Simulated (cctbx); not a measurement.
**A disordered crystal of nominal BaSmFePbS6**

Cell a = 9.6730 Å, b = 9.6730 Å, c = 9.6730 Å, α = 90.00°, β = 90.00°, γ = 90.00°; space group F-43m (no. 216); nominal formula BaSmFePbS6.

The data are simulated with cctbx, not measured: synchrotron X-rays, λ = 0.6889 Å, to d = 0.77 Å, 80 % of the full sphere, strongest reflection 40000 counts, noise from counting, a 4 % proportional error and a noise floor of 15 counts (s.d.); no absorption.

With every site full:

```text
Rint 0.034, 136 unique reflections to 0.78 A
cycle     R1     wR2    GooF  max shift (A)
   1  0.1950  0.4409  24.549   0.00354
   3  0.0761  0.1532   8.529   0.00001
final R1 0.0761 wR2 0.1532 GooF 8.529  parameters 8  data/parameter 17.0
atom        x        y        z      Ueq    occ   su(xyz)  su(Uiso or U11)
Pb1    0.50000  0.00000  0.00000   0.0015  1.000  0.00000  0.0008
Sm1    0.25000  0.25000  0.25000  -0.0019  1.000  0.00000  0.0012  NPD
Ba1    0.25000  0.25000  0.75000  -0.0025  1.000  0.00000  0.0014  NPD
Fe2    0.00000  0.00000  0.00000  -0.0197  1.000  0.00000  0.0012  NPD
S1     0.50000  0.00000  0.74643  -0.0020  1.000  0.00042  0.0017  NPD
difference map: max 19.16 min -1.83 rms 1.40
Q1    0.0000  0.0000  0.0000    4   19.16  0.00 A from Fe2
Q2    0.2500  0.2500  0.7500    4   17.58  0.00 A from Ba1
Q3    0.2500  0.2500  0.2500    4   16.53  0.00 A from Sm1
Q4    0.0000  0.0000  0.5000    4   12.90  0.00 A from Pb1
Q5    0.0000  0.0000  0.2554   24    3.13  0.09 A from S1
Q6    0.0559  0.0559  0.1235   48    0.74  1.41 A from S1
```

With the occupancies of the suspect sites free, each still typed as its main element:

```text
Rint 0.034, 136 unique reflections to 0.78 A
cycle     R1     wR2    GooF  max shift (A)
   1  0.1723  0.3642  20.439   0.00089
  20  0.0082  0.0222   1.245   0.00000
final R1 0.0080 wR2 0.0215 GooF 1.206  parameters 10  data/parameter 13.6
atom        x        y        z      Ueq    occ   su(xyz)  su(Uiso or U11)
Pb1    0.50000  0.00000  0.00000   0.0040  0.890  0.00000  0.0001
Sm1    0.25000  0.25000  0.25000   0.0058  1.000  0.00000  0.0002
Ba1    0.25000  0.25000  0.75000   0.0047  1.000  0.00000  0.0002
Fe2    0.00000  0.00000  0.00000  -0.0011  1.305  0.00000  0.0003  NPD
S1     0.50000  0.00000  0.74675   0.0060  1.000  0.00006  0.0003
su of occupancy Pb1: 0.002
su of occupancy Fe2: 0.006
difference map: max 0.71 min -0.24 rms 0.08
Q1    0.0000  0.0000  0.0000    4    0.72  0.00 A from Fe2
Q2    0.0000  0.0000  0.5000    4    0.42  0.00 A from Pb1
Q3    0.2500  0.2500  0.7500    4    0.31  0.00 A from Ba1
Q4    0.0331  0.0990  0.9010   48    0.18  1.39 A from Fe2
Q5    0.1805  0.1805  0.8195   16    0.18  1.16 A from Ba1
Q6    0.1071  0.1071  0.6895   48    0.18  1.59 A from S1
```

**Question.** What is the disorder?

X-rays count electrons. Pb1 refines to 0.890(0.002), or 73.0 electrons; the site truly holds 0.85 Pb and 0.15 Fe, 73.6 electrons, which is 0.898 of Pb; Fe2 refines to 1.305(0.006), or 33.9 electrons; the site truly holds 0.85 Fe and 0.15 Pb, 34.4 electrons, which is 1.323 of Fe. A value under 1 can't tell vacancies from a lighter guest, and one over 1 needs a heavier guest; chemistry or a second radiation must settle which. Occupancy correlates with U and the scale, and the two elements' form factors differ in shape, so the match is approximate.

Freeing them takes R1 from 0.0761 to 0.0080 and GooF from 8.53 to 1.21.

The model is made up (kin elements in a known structure type, no relaxation), so it says nothing on whether the phase exists.

[Middle refinement cycles are left out of these outputs.]

[Logs are printed without paths, hosts, clocks, repeated set-up lines and the standing remarks that a program may print on its own settings, such as how far it seeks lower states.]
